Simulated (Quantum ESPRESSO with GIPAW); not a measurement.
# CaH12Cl2O6 (Antarcticite): which site gives which 1H line?

The values are calculated: DFT, PBEsol, plane-wave PAW (pslibrary 1.0.0 recipes), scalar-relativistic, GIPAW shieldings (Quantum ESPRESSO with GIPAW, a patched development version). To turn shieldings into shifts, lines fitted to measured solids are used. 1H: δ = (29.71 − σ) / 1.204, zero at TMS, fitted to 11 measured values, from Ca(BH4)2, Ca(OH)2, CsH2PO4, LiBH4, LiH, MgH2, NaH, NaOH and NH4H2PO4, with a scatter of 0.61 ppm r.m.s., with σ taken with the shape term of a sphere (8.1 ppm here). Kinds of site that fitted badly were split off after the misses were seen, so the scatter is that of the points kept. Spans are on the shift scale.

```
Ca Cl O H
1.0
     7.87600    0.00000    0.00000
    -3.93800    6.82082    0.00000
     0.00000    0.00000    3.95400
Ca Cl O H
1 2 6 12
Direct
  0.00000 0.00000 0.00000
  0.33333 0.66667 0.61181
  0.66667 0.33333 0.38819
  0.69204 0.69204 0.00000
  0.00000 0.30796 0.00000
  0.30796 0.00000 0.00000
  0.21232 0.21232 0.50000
  0.00000 0.78768 0.50000
  0.78768 0.00000 0.50000
  0.56623 0.66810 0.90154
  0.33190 0.89813 0.90154
  0.10187 0.43377 0.90154
  0.66810 0.56623 0.09846
  0.89813 0.33190 0.09846
  0.43377 0.10187 0.09846
  0.23139 0.34616 0.48229
  0.65384 0.88522 0.48229
  0.11478 0.76861 0.48229
  0.34616 0.23139 0.51771
  0.88522 0.65384 0.51771
  0.76861 0.11478 0.51771
```

The cell is an entry of the Crystallography Open Database; it need not be the form that is stable at ambient conditions. The coordinates shown are those after relaxation (atoms relaxed).

The H sites:

| site | atom no. | atoms in cell | site symmetry | surroundings | bonds (Å) |
| --- | --- | --- | --- | --- | --- |
| H(1) | 10 | 6 | 1 | bound to O, H bond to Cl at 2.16 Å | 0.991 |
| H(2) | 16 | 6 | 1 | bound to O, H bond to Cl at 2.29 Å | 0.990 |

The lines, in order of position:

| line | δ_iso (ppm) | relative area | span (ppm) | skew |
| --- | --- | --- | --- | --- |
| A | 4.39 | 1 | 23.86 | 0.84 |
| B | 3.83 | 1 | 19.92 | 0.85 |

Simulated spectrum: 1H MAS at 60 kHz, 11.7 T (498.2 MHz), lines broadened by 0.5 ppm; rigid lattice, with dipolar and J couplings left out. Its lines over 1.5 % of the strongest:

| δ (ppm) | area |
| --- | --- |
| 4.39 | 1.00 |
| 3.83 | 1.00 |

Q: Assign the lines to the sites.

A: A is H(1) (bound to O, H bond to Cl at 2.16 Å); B is H(2) (bound to O, H bond to Cl at 2.29 Å). The shorter the hydrogen bond, the less shielded the proton, as is usual.

[Banner, clock, file and message-heading lines were taken out of the pw.x and gipaw.x logs.]

[Logs are printed without paths, hosts, clocks, repeated set-up lines and the standing remarks that a program may print on its own settings, such as how far it seeks lower states.]

[Hosts, paths, dates, database ids (printed as entryN), source tags and the programs' standing remarks are cut or masked in the printed files.]
